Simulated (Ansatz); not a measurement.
# C on Mo(110): change of the work function, part 4 of 4

Aim: the work function of Mo(110) at several coverages of C (longbridge site), and the dipole that each adsorbate carries.

Ansatz 0.2.0; plane-wave DFT, PBE, Ansatz PAW.

So far, work function, upper face (eV): step 2 (the clean slab) 4.60; step 3 (the covered slab, k-mesh 6×6×1, coverage 0.25 ML) 5.19; step 4 (adsorbate added, k-mesh 6×6×1, coverage 0.5 ML) 5.63; step 5 (the covered slab, k-mesh 12×12×1, coverage 1 ML) 6.41; step 7 (the covered slab, atoms frozen) 5.19.

### Step 8. The substrate alone

System of this step: C/Mo(110), substrate alone, atoms held. The cell holds 16 atoms: 16 Mo. Its edges and angles: a = 5.456 Å, b = 5.456 Å, c = 26.299 Å, α = 90.0°, β = 90.0°, γ = 70.5°. Vacuum lies along c.

The second part, atoms unmoved.

Input file input.yaml:

```yaml
crystal:
  lattice:
    - [4.4547727214, -3.15, 0.0]
    - [4.4547727214, 3.15, 0.0]
    - [0.0, 0.0, 26.2992768845]
  atoms:
    - { symbol: Mo, position: [0.0, 0.0, 0.3422147323] }
    - { symbol: Mo, position: [0.25, 0.25, 0.4269085576] }
    - { symbol: Mo, position: [0.0, 0.0, 0.511343365] }
    - { symbol: Mo, position: [0.2418144707, 0.2418144707, 0.5969395533] }
    - { symbol: Mo, position: [0.0, 0.5, 0.3422147323] }
    - { symbol: Mo, position: [0.25, 0.75, 0.4269085576] }
    - { symbol: Mo, position: [0.0, 0.5, 0.5137142678] }
    - { symbol: Mo, position: [0.262163138, 0.737836862, 0.5950942265] }
    - { symbol: Mo, position: [0.5, 0.0, 0.3422147323] }
    - { symbol: Mo, position: [0.75, 0.25, 0.4269085576] }
    - { symbol: Mo, position: [0.5, 0.0, 0.5137142678] }
    - { symbol: Mo, position: [0.737836862, 0.262163138, 0.5950942265] }
    - { symbol: Mo, position: [0.5, 0.5, 0.3422147323] }
    - { symbol: Mo, position: [0.75, 0.75, 0.4269085576] }
    - { symbol: Mo, position: [0.5, 0.5, 0.5098953632] }
    - { symbol: Mo, position: [0.7581855293, 0.7581855293, 0.5969395533] }
kpoints:
  mp_grid: { grid: [6, 6, 1] }
hamiltonian:
  xc: pbe
scf:
  occupations: { method: fermi_dirac, width: 0.1 }
  convergence: { dr2_threshold: 1.0e-08 }
efield:
  axis: 3
  dipole_correction: true
  ramp_position: 0.97
  ramp_width: 0.06
output:
  write_potential: true
  write_density: true
  volumetric_format: npy
```

The run is started by

```console
$ ansatz run input.yaml --threads 4 --pin off --max-ram 6144MiB --backend cpu --events-out ev --progress --plain --runs-dir out
```

The program printed:

```text
[...]
Crystal: 16 atoms, lattice volume = 738.091 Å³
Basis set: ecut = 420 eV, 14447 PW (Γ)
Bands: 135, of which v1, the nominal top of the filled ones, is band 112 counted from 1 (111 counted from 0)
Symmetry: 4 space group operations
[...]
k-points: 13 of 36
[...]
SCF iter   1: F=—  HF=-79286.516807 eV  |F-HF|=—  |Δ(HF+E_count)|=         —  Δρ=3.78e-3  dr2=6.37e-1  ethr=1.77e-3  p=0.004 e·Å  D=1.03e-3 V/Å  ΔV_dip=-0.03 eV  dr2_dipole=4.14e-6  V_vac-E_F(+/−)=4.83/4.86 eV  ⟨swp⟩=9.1  Hψ=8725  notcnv=0
[...]
SCF iter   9: F=-79286.495339 eV  HF=-79286.495339 eV  |F-HF|=3.75e-9  |Δ(HF+E_count)|=   5.85e-8  Δρ=8.56e-7  dr2=9.40e-9  ethr=4.46e-12  p=0.003 e·Å  D=7.09e-4 V/Å  ΔV_dip=-0.02 eV  dr2_dipole=7.95e-13  V_vac-E_F(+/−)=4.67/4.69 eV  ⟨swp⟩=6.5  Hψ=6837  notcnv=0
SCF 1 converged in 9 iterations: F = -79286.495339 eV  dr2 = 9.40e-9
[...]
SCF converged after 9 iterations
Free energy (F): -79286.495339 eV
[...]
Internal energy: -79286.025695 eV  (E = F + TS)
E sigma→0 (E₀):  -79286.260517 eV
Entropy (-TS):   -0.469644 eV (-29.353 meV/atom)
Fermi energy:    4.149436 eV
Dipole field:    D = 0.000708 V/Å  (p = 0.002889 e·Å, saw-weighted, corrected)
Work function:   Φ+ = 4.6709 eV   Φ− = 4.6895 eV
[...]
--- Band table (eV; the first three rows and the last of 13) ---
  k-point 0: bands = [... 108 lower, 4.6535, 4.8998, 5.0220, 5.1366, 5.1377, 5.1398, 5.1655, 5.2990, ... 19 higher]
  k-point 1: bands = [... 108 lower, 4.5695, 4.5780, 4.7580, 4.7747, 4.8577, 4.9022, 5.0892, 5.1577, ... 19 higher]
  k-point 2: bands = [... 108 lower, 3.7267, 3.8225, 3.8469, 4.0877, 4.2890, 4.5281, 4.7105, 4.7688, ... 19 higher]
  k-point 12: bands = [... 108 lower, 3.3855, 3.4165, 3.4245, 3.4881, 3.5088, 3.5676, 3.6128, 3.7128, ... 19 higher]
```

The job ended after 57 s (4 threads of Arm Neoverse V1, shared host; peak memory 2.7 GiB; 3.6 min of CPU time).

Numbers from this step:

```yaml
energy_at_zero_smearing: -79286.2605 eV
work_function_upper_face: 4.671 eV
dipole_along_the_normal: 0.002889 e·Å
```

The work function of the upper face is 4.67 eV.

### Step 9. The adsorbate layer alone

System of this step: C/Mo(110), adsorbate layer alone, atoms held. The cell holds 1 atom: 1 C. Cell: a = 5.456 Å, b = 5.456 Å, c = 26.299 Å, α = 90.0°, β = 90.0°, γ = 70.5°. Vacuum lies along c.

The third part; a free layer of atoms may carry a moment, so spin is on.

input.yaml, the sections that differ from step 8:

```yaml
crystal:
  lattice:
    - [4.4547727214, -3.15, 0.0]
    - [4.4547727214, 3.15, 0.0]
    - [0.0, 0.0, 26.2992768845]
  atoms:
    - { symbol: C, position: [0.0, 0.0, 0.6362227012], spin: 1.0 }
magnetization:
  spin_polarized: true
# kpoints, hamiltonian, scf, efield, output: as in step 8
```

The program printed:

```text
[...]
Crystal: 1 atoms, lattice volume = 738.091 Å³
Basis set: ecut = 420 eV, 14447 PW (Γ)
Bands: 7, of which v1, the nominal top of the filled ones, is band 2 counted from 1 (1 counted from 0)
Symmetry: 4 space group operations
k-points: 13 of 36
[...]
Starting moments: Σ|m| = 1 μB on 1 of 1 site
[...]
SCF iter  27: F=—  HF=-243.146598 eV  |F-HF|=—  |Δ(HF+E_count)|=   1.26e-2  Δρ=5.11e-3 (↑5.11e-3 ↓2.97e-3)  dr2=2.09e-1  dr2_m=1.83e-2  M=2.000 μB ∫|m|=2.001 μB  β_m=1.20  ethr=2.97e-5  p=0.000 e·Å  D=1.04e-4 V/Å  ΔV_dip=-0.00 eV  dr2_dipole=3.03e-8  V_vac-E_F(+/−)=6.07/6.07 eV  ⟨swp⟩=2.0  Hψ=349  notcnv=0
[...]
spin-set hold released at iteration 27 (site moments' squared step at or under half its running peak, from the soft ceiling on): the magnetisation degrees of freedom join the quasi-Newton model from the next iteration; the mixer history was flushed
SCF iter  28: F=—  HF=-243.109712 eV  |F-HF|=—  |Δ(HF+E_count)|=   3.69e-2  Δρ=2.72e-3 (↑2.51e-3 ↓2.72e-3)  dr2=9.38e-2  dr2_m=4.53e-4  M=2.000 μB ∫|m|=2.001 μB  β_m=1.20  ethr=2.97e-5  p=0.000 e·Å  D=6.70e-5 V/Å  ΔV_dip=-0.00 eV  dr2_dipole=1.20e-8  V_vac-E_F(+/−)=6.02/6.02 eV  ⟨swp⟩=2.7  Hψ=381  notcnv=0  κ⁻¹=1.0e0(r=1)
density mixer auto → broyden: gapped, with few screened modes (density of states about μ 1.49 of a free-electron gas's, 8 screened modes)
SCF iter  29: F=—  HF=-243.108991 eV  |F-HF|=—  |Δ(HF+E_count)|=   7.21e-4  Δρ=1.07e-3 (↑3.08e-4 ↓1.07e-3)  dr2=6.14e-3  dr2_m=1.28e-3  M=2.000 μB ∫|m|=2.000 μB  β_m=1.20  ethr=2.97e-5  p=0.000 e·Å  D=2.32e-5 V/Å  ΔV_dip=-0.00 eV  dr2_dipole=1.11e-9  V_vac-E_F(+/−)=5.88/5.89 eV  ⟨swp⟩=2.0  Hψ=365  notcnv=0  κ⁻¹=2.0e-1(r=2)
[...]
SCF iter  47: F=-243.142155 eV  HF=-243.142155 eV  |F-HF|=1.42e-10  |Δ(HF+E_count)|=   2.20e-8  Δρ=4.23e-7 (↑4.23e-7 ↓1.77e-8)  dr2=6.15e-10  dr2_m=3.07e-10  M=2.000 μB ∫|m|=2.000 μB  ethr=2.50e-10  p=0.000 e·Å  D=5.73e-7 V/Å  ΔV_dip=-0.00 eV  dr2_dipole=1.14e-17  V_vac-E_F(+/−)=6.04/6.04 eV  ⟨swp⟩=1.5  Hψ=549  notcnv=0
SCF 1 converged in 47 iterations: F = -243.142155 eV  dr2 = 6.15e-10
[...]
this state was not tested for a lower state beside it, because the mixer in use, unlike msr1, does not test its closes by its own steps (another_mixer; see scf.mixing.algorithm and scf.lower_state_search)
SCF converged after 47 iterations
Magnetization: 2.0000 μB (3.0000 up, 1.0000 down)
Absolute magnetization: 2.0002 μB (∫|ρ↑−ρ↓|, with the PAW one-centre terms)
[...]
Per-site moments (μB) at R_I (Å): [(1.974076, 2.250584)]
Free energy (F): -243.142155 eV
[...]
Internal energy: -242.954727 eV  (E = F + TS)
E sigma→0 (E₀):  -243.048441 eV
Entropy (-TS):   -0.187428 eV (-187.428 meV/atom)
Fermi energy:    -5.879684 eV
Dipole field:    D = 0.000001 V/Å  (p = 0.000002 e·Å, saw-weighted, corrected)
Work function:   Φ+ = 6.0403 eV   Φ− = 6.0403 eV
[...]
--- Band table (eV; the first three rows and the last of 26) ---
[...]
```

The job ended after 11 s (4 threads; peak memory 0.83 GiB; 42 s of CPU time).

Read from the output:

```
energy at zero smearing   : -243.0484 eV
total moment              : 2.000 μB
site moments              : 1.974 μB
work function, upper face : 6.040 eV
dipole along the normal   : 2.33e-6 e·Å
```

Site moment by atom:

| atom | site moment (μB) |
| --- | --- |
| C1 | 1.97 |

The free layer carries a moment of 2.0 μB a cell.

### Step 10. Density difference

This step: plane-wave DFT, PBE, Ansatz PAW; density difference on adsorption (Ansatz 0.2.0).

The densities of the parts are taken from that of the whole and averaged over planes; the first moment of what is left gives the step in the potential.

This step gave:

| Property | Result |
| --- | --- |
| largest charge moved | -0.004706 e/Å² |
| potential step from the moved charge | 0.5800 eV |

The electron density difference oscillates, so the rows of the table below give means over 1 Å (shorter at the two ends). Its distinct maxima (Å: e/Å³): 8.5: 9.5e-4, 13.1: 8.1e-4, 14.0: 0.00225, 16.7: 0.0117. Distinct minima: 9.1: -8.9e-4, 13.6: -8.8e-4, 15.3: -0.00478, 17.5: -0.00151.

Planar mean, whole system less its parts. Table of electron density difference by z; means over each step:

| z (Å) | electron density difference (e/Å³) |
| --- | --- |
| 4 | -7.8e-7 |
| 5 | -6.3e-6 |
| 6 | -4.4e-5 |
| 7 | -1.9e-4 |
| 8 | 2.3e-4 |
| 9 | -9.3e-5 |
| 10 | 7.1e-6 |
| 11 | -1.7e-4 |
| 12 | 1.7e-4 |
| 13 | 2.0e-4 |
| 14 | 8.7e-4 |
| 15 | -0.00348 |
| 16 | -6.9e-4 |
| 17 | 0.00466 |
| 18 | -0.00112 |
| 19 | -2.9e-4 |
| 20 | -4.3e-5 |
| 21 | -4.9e-6 |
| 22 | -4.9e-7 |

Planar mean, whole system less its parts. Electrons moved below z against z:

z (Å), electrons moved below z (e/Å²) and a bar from the least value:
```
        4    0.00000 ######################
        5    0.00000 ######################
        6   -0.00002 ######################
        7   -0.00014 #####################
        8   -0.00029 #####################
        9   -0.00008 ######################
       10    0.00003 ######################
       11   -0.00005 ######################
       12   -0.00021 #####################
       13    0.00001 ######################
       14    0.00044 ########################
       15   -0.00053 ####################
       16   -0.00454 
       17    0.00163 ##############################
       18    0.00068 #########################
       19    0.00011 #######################
       20    0.00001 ######################
       21    0.00000 ######################
       22    0.00000 ######################
```

### Step 11. Varying the input

This step: plane-wave DFT, PBE, Ansatz PAW (Ansatz 0.2.0).

System of this step: Mo4C (C/Mo(110)). The cell holds 5 atoms: 4 Mo and 1 C. Its edges and angles: a = 2.728 Å, b = 2.728 Å, c = 26.299 Å, α = 90.0°, β = 90.0°, γ = 70.5°. Vacuum lies along c.

A run with a changed input: it repeats the earlier run at 1 ML with efield.dipole_correction from true to false and efield.amplitude to 0.05.

Input file input.yaml:

```yaml
crystal:
  lattice:
    - [2.2273863607, -1.575, 0.0]
    - [2.2273863607, 1.575, 0.0]
    - [0.0, 0.0, 26.2992768845]
  atoms:
    - { symbol: Mo, position: [0.0, 0.0, 0.3422147323] }
    - { symbol: Mo, position: [0.5, 0.5, 0.4269085576] }
    - { symbol: Mo, position: [0.0, 0.0, 0.5124477822] }
    - { symbol: Mo, position: [0.5, 0.5, 0.5940527538] }
    - { symbol: C, position: [0.0, 0.0, 0.6577852677] }
kpoints:
  mp_grid: { grid: [12, 12, 1] }
hamiltonian:
  xc: pbe
scf:
  occupations: { method: fermi_dirac, width: 0.1 }
  convergence: { dr2_threshold: 1.0e-08 }
efield:
  axis: 3
  dipole_correction: false
  ramp_position: 0.97
  ramp_width: 0.06
  amplitude: 0.05
relax:
  f_tol: 0.02
  max_steps: 60
  constraints: [{ sites: [0, 1] }]
output:
  bader: true
  write_potential: true
  write_density: true
  volumetric_format: npy
```

The program printed:

```text
[...]
Crystal: 5 atoms, lattice volume = 184.523 Å³
Basis set: ecut = 420 eV, 3673 PW (Γ), exchange–correlation on 40×40×360 points (8 copies of the dense FFT grid, shifted against one another)
Bands: 36, of which v1, the nominal top of the filled ones, is band 30 counted from 1 (29 counted from 0)
Symmetry: 4 space group operations
[...]
k-points: 43 of 144
[...]
SCF iter   1: F=—  HF=-20069.918251 eV  |F-HF|=—  |Δ(HF+E_count)|=         —  Δρ=5.65e-3  dr2=5.31e-1  ethr=1.77e-3  p=-0.076 e·Å  V_vac-E_F(+/−)=6.47/5.10 eV  ⟨swp⟩=8.4  Hψ=8010  notcnv=0
[...]
SCF iter   9: F=-20069.901529 eV  HF=-20069.901529 eV  |F-HF|=7.48e-9  |Δ(HF+E_count)|=   1.65e-8  Δρ=8.73e-7  dr2=2.23e-9  ethr=1.67e-11  p=-0.117 e·Å  V_vac-E_F(+/−)=6.47/5.02 eV  ⟨swp⟩=8.4  Hψ=11916  notcnv=0
SCF 1 converged in 9 iterations: F = -20069.901529 eV  dr2 = 2.23e-9
[...]
relax step   1: F+E_penalty+E_count = -20069.90152930 eV  Δ(F+E_penalty+E_count) = +0.000e0 eV  max|allowed force component| = 3.528e0 eV/Å  Δτ_max = 0.0000 Å  (9 SCF iters, accepted)
[...]
SCF iter   1: F=—  HF=-20071.178785 eV  |F-HF|=—  |Δ(HF+E_count)|=         —  Δρ=2.75e-2  dr2=6.17e0  ethr=3.10e-3  p=-0.117 e·Å  V_vac-E_F(+/−)=6.57/5.12 eV  ⟨swp⟩=6.3  Hψ=5240  notcnv=0
[...]
SCF iter  10: F=-20070.819486 eV  HF=-20070.819486 eV  |F-HF|=2.37e-9  |Δ(HF+E_count)|=   3.75e-8  Δρ=1.44e-6  dr2=9.22e-9  ethr=1.67e-11  p=-0.102 e·Å  V_vac-E_F(+/−)=6.30/4.88 eV  ⟨swp⟩=9.8  Hψ=13045  notcnv=0
SCF 2 converged in 10 iterations: F = -20070.819486 eV  dr2 = 9.22e-9
relax step   2: F+E_penalty+E_count = -20070.81948578 eV  Δ(F+E_penalty+E_count) = -9.180e-1 eV  max|allowed force component| = 1.336e0 eV/Å  Δτ_max = 0.1970 Å  (10 SCF iters, accepted)
SCF iter   1: F=—  HF=-20071.013927 eV  |F-HF|=—  |Δ(HF+E_count)|=         —  Δρ=1.26e-2  dr2=2.07e0  ethr=3.10e-3  p=-0.102 e·Å  V_vac-E_F(+/−)=6.40/4.98 eV  ⟨swp⟩=4.3  Hψ=3776  notcnv=0
[...]
SCF iter  10: F=-20070.914853 eV  HF=-20070.914853 eV  |F-HF|=1.22e-8  |Δ(HF+E_count)|=   8.35e-8  Δρ=6.25e-7  dr2=2.06e-9  ethr=1.67e-11  p=-0.079 e·Å  V_vac-E_F(+/−)=6.12/4.74 eV  ⟨swp⟩=10.8  Hψ=12011  notcnv=0
SCF 3 converged in 10 iterations: F = -20070.914853 eV  dr2 = 2.06e-9
[...]
relax step   3: F+E_penalty+E_count = -20070.91485328 eV  Δ(F+E_penalty+E_count) = -9.537e-2 eV  max|allowed force component| = 4.489e-1 eV/Å  Δτ_max = 0.1945 Å  (10 SCF iters, accepted)
[...]
relax step   4: F+E_penalty+E_count = -20070.92871607 eV  Δ(F+E_penalty+E_count) = -1.386e-2 eV  max|allowed force component| = 5.925e-2 eV/Å  Δτ_max = 0.0466 Å  (9 SCF iters, accepted)
SCF iter   1: F=—  HF=-20070.929326 eV  |F-HF|=—  |Δ(HF+E_count)|=         —  Δρ=1.23e-3  dr2=8.42e-3  ethr=3.36e-4  p=-0.085 e·Å  V_vac-E_F(+/−)=6.17/4.79 eV  ⟨swp⟩=1.7  Hψ=2379  notcnv=0
[...]
SCF iter   7: F=-20070.929109 eV  HF=-20070.929109 eV  |F-HF|=1.04e-8  |Δ(HF+E_count)|=   1.30e-7  Δρ=1.34e-6  dr2=6.03e-9  ethr=1.67e-11  p=-0.084 e·Å  V_vac-E_F(+/−)=6.16/4.78 eV  ⟨swp⟩=11.0  Hψ=12349  notcnv=0
SCF 5 converged in 7 iterations: F = -20070.929109 eV  dr2 = 6.03e-9
relax step   5: F+E_penalty+E_count = -20070.92910852 eV  Δ(F+E_penalty+E_count) = -3.925e-4 eV  max|allowed force component| = 1.392e-2 eV/Å  Δτ_max = 0.0125 Å  (7 SCF iters, accepted)
[...]
WARN: The input density's exchange-correlation potential varies sharply where the density is thin. Do not read a vacuum level from v_tot or v_xc, or from such a field of the output density. On a cell that repeats whose density bears no net charge and no dipole along the vacuum's axis use v_es (v_loc + v_h of the components); under efield.dipole_correction with no amplitude use v_es + v_field, which holds any external [...]
SCF converged after 7 iterations
Free energy (F): -20070.929109 eV
[...]
Internal energy: -20070.815303 eV  (E = F + TS)
E sigma→0 (E₀):  -20070.872206 eV
Entropy (-TS):   -0.113805 eV (-22.761 meV/atom)
Fermi energy:    4.093775 eV
Dipole field:    D = -0.082479 V/Å  (p = -0.084107 e·Å, saw-weighted)
Work function:   not extracted (applied field tilts the vacuum); planar V_es + V_field profile in the machine report
[...]
--- Forces (eV/Å), atoms counted from 1 ---
  atom   1  Mo     0.00000000     0.00000000     0.63062959
  atom   2  Mo     0.00000000    -0.00000000    -0.63196218
  atom   3  Mo     0.00000000     0.00000000     0.01165108
  atom   4  Mo     0.00000000    -0.00000000    -0.01391958
  atom   5  C      0.00000000     0.00000000     0.00365125
  max |Σ_I F_I| component: 5.02e-5 eV/Å
--- Band table (eV; the first three rows and the last of 43) ---
  k-point 0: bands = [... 26 lower, 2.5231, 2.7367, 3.2317, 3.5390, 3.6950, 4.9032, 5.3907, 5.4817, ... 2 higher]
  k-point 1: bands = [... 26 lower, 2.5103, 2.8445, 2.9600, 3.5188, 3.7622, 4.3944, 5.2587, 5.3344, ... 2 higher]
  k-point 2: bands = [... 26 lower, 2.2756, 2.4855, 3.2929, 3.4913, 3.7234, 4.3772, 5.1355, 5.1789, ... 2 higher]
  k-point 42: bands = [... 26 lower, 3.1094, 3.6913, 4.2823, 5.0979, 5.5827, 5.7117, 6.3164, 7.3141, ... 2 higher]
--- Relaxed structure (5 steps of the walk, 5 accepted, 0 SCFs on fresh bases) ---
  F+E_penalty+E_count = -20070.92910852 eV   max|allowed force component| = 1.392e-2 eV/Å
  atoms:
    - { symbol: Mo, position: [0.0, 0.0, 0.3422147323] }
    - { symbol: Mo, position: [0.5, 0.5, 0.4269085576] }
    - { symbol: Mo, position: [5.194612e-19, -5.194612e-19, 0.511327] }
    - { symbol: Mo, position: [0.5, 0.5, 0.600650] }
    - { symbol: C, position: [6.561591e-18, -6.561591e-18, 0.643627] }
--- Bader charges: 5 sites ---
  site symbol  charge [e]  shift [e]
     0     Mo     -0.0662     0.0000
     1     Mo      0.0784     0.0000
     2     Mo     -0.0008     0.0000
     3     Mo      0.7695     0.0024
     4      C     -0.7809     0.0024
  estimated error of the sums over rays = 6.9e-4 e
```

It took 42 s on 4 threads; peak memory 0.57 GiB; 2.8 min of CPU time.

| quantity | this run | earlier run | difference |
| --- | --- | --- | --- |
| dipole along the normal (e·Å) | -0.08411 | -0.07036 | -0.014 |

The applied field differs between the two, so the dipoles differ in any case.

With the dipole correction off, the periodic images add a field of their own to the typed one.

These numbers are not those of the isolated slab.

### Step 12. Varying the input

System of this step: Mo(110). The cell holds 4 atoms: 4 Mo. Cell: a = 2.728 Å, b = 2.728 Å, c = 24.682 Å, α = 90.0°, β = 90.0°, γ = 70.5°. Vacuum lies along c.

An input spoilt on purpose, to show how the run answers: it repeats the earlier run at 0 ML with crystal.atoms[0].symbol from Mo to mo, and scf.max_iter set to 60.

Input file input.yaml:

```yaml
crystal:
  lattice:
    - [2.2273863607, -1.575, 0.0]
    - [2.2273863607, 1.575, 0.0]
    - [0.0, 0.0, 24.6821590822]
  atoms:
    - { symbol: mo, position: [0.0, 0.0, 0.3646358477] }
    - { symbol: Mo, position: [0.5, 0.5, 0.4548786159] }
    - { symbol: Mo, position: [0.0, 0.0, 0.5451213841] }
    - { symbol: Mo, position: [0.5, 0.5, 0.6353641523] }
kpoints:
  mp_grid: { grid: [12, 12, 1] }
hamiltonian:
  xc: pbe
scf:
  occupations: { method: fermi_dirac, width: 0.1 }
  convergence: { dr2_threshold: 1.0e-08 }
  max_iter: 60
efield:
  axis: 3
  dipole_correction: true
  ramp_position: 0.97
  ramp_width: 0.06
relax:
  f_tol: 0.02
  max_steps: 60
  constraints: [{ sites: [0, 1] }]
output:
  write_potential: true
  write_density: true
  volumetric_format: npy
```

The program printed:

```text
Error: YAML parse error: error: line 7 column 17: `mo` is not an element symbol (H … Og, case-exact)
 --> <input>:7:17
  |
5 |     - [0.0, 0.0, 24.6821590822]
6 |   atoms:
7 |     - { symbol: mo, position: [0.0, 0.0, 0.3646358477] }
  |                 ^ `mo` is not an element symbol (H … Og, case-exact)
8 |     - { symbol: Mo, position: [0.5, 0.5, 0.4548786159] }
9 |     - { symbol: Mo, position: [0.0, 0.0, 0.5451213841] }
  |
```

It took 0.02 s on 4 threads; peak memory 0.02 GiB.

The program refused the input before any cycle.

The program's message: “Error: YAML parse error: error: line 7 column 17: `mo` is not an element symbol (H … Og, case-exact)”

The fault put into the input: an unknown element.

### Step 13. Results

```yaml
work_function_of_the_clean_face: 4.60 eV
work_function_at_0p25_ml: 5.19 eV
work_function_at_0p5_ml: 5.63 eV
work_function_at_1_ml: 6.41 eV
dipole_per_adsorbate_at_0p25_ml_positive_end_outwards: -0.49 D
step_of_the_potential_from_the_moved_charge_at_0p25_ml_upper_less_lower_side_atoms_held: 0.580 eV
```

**Reading.** C raises the work function of Mo(110) at the lowest coverage, by 0.59 eV: the adsorbate layer has its negative end outwards. The slab has 4 layers, at the tabulated experimental lattice constant, one starting site was run, and quantum-size effects of a slab this thin can reach one or two tenths of an eV.

[Long decimals in the printed logs are rounded to 6 places.]

[Logs are printed without paths, hosts, clocks, repeated set-up lines and the standing remarks that a program may print on its own settings, such as how far it seeks lower states.]

[Hosts, paths, dates, database ids (printed as entryN), source tags and the programs' standing remarks are cut or masked in the printed files.]

[Maps of the electrostatic potential energy from Ansatz leave out the sawtooth potential of an applied field or a dipole correction, so their vacuum need not be flat; planar profiles and work functions include it.]
